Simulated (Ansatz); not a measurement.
Rows from a G0W0 calculation on F on the Cl site in SrCl2 (24-atom cell) (Ansatz 0.2.0; G0W0 on LDA, plane waves, PAW; PAW set soft_1; 2×2×2 mesh, 808 empty bands, screening to 90 eV, PAW set soft_1 files), in eV. Spin-orbit coupling is left out.

```csv
row,k,band,start,Σx,Σc at the solution,Vxc
A,Γ,v1,2.730,-21.186,2.830,-17.164
B,Γ,c5,8.565,-5.539,-3.786,-11.002
C,Γ,v4,2.409,-20.973,2.842,-16.905
D,Γ,c1,7.410,-5.205,-3.377,-9.722
E,Γ,c2,7.869,-4.831,-3.471,-9.688
```

Q: Work out each quasiparticle level and how far it moved.

The quasiparticle equation reads E = start + Σx + Σc(E) − Vxc.

```
row  E (eV)  shift (eV)
  A   1.538      −1.192
  B  10.242      +1.677
  C   1.182      −1.226
  D   8.550      +1.140
  E   9.255      +1.387
```

Limits: not at the basis limit; no spin-orbit coupling.

[Paths, hosts, dates, memory and timing lines, banners, echoed tables and standing remarks are left out of the program output.]

[Logs are printed without paths, hosts, clocks, repeated set-up lines and the standing remarks that a program may print on its own settings, such as how far it seeks lower states.]

[Runs of the session that timed out or met a known fault of the program may be left out.]

[Cells called generated may have been cut or substituted from an entry of the Crystallography Open Database or the Materials Project.]

[Hosts, paths, dates, database ids (printed as entryN), source tags and the programs' standing remarks are cut or masked in the printed files.]
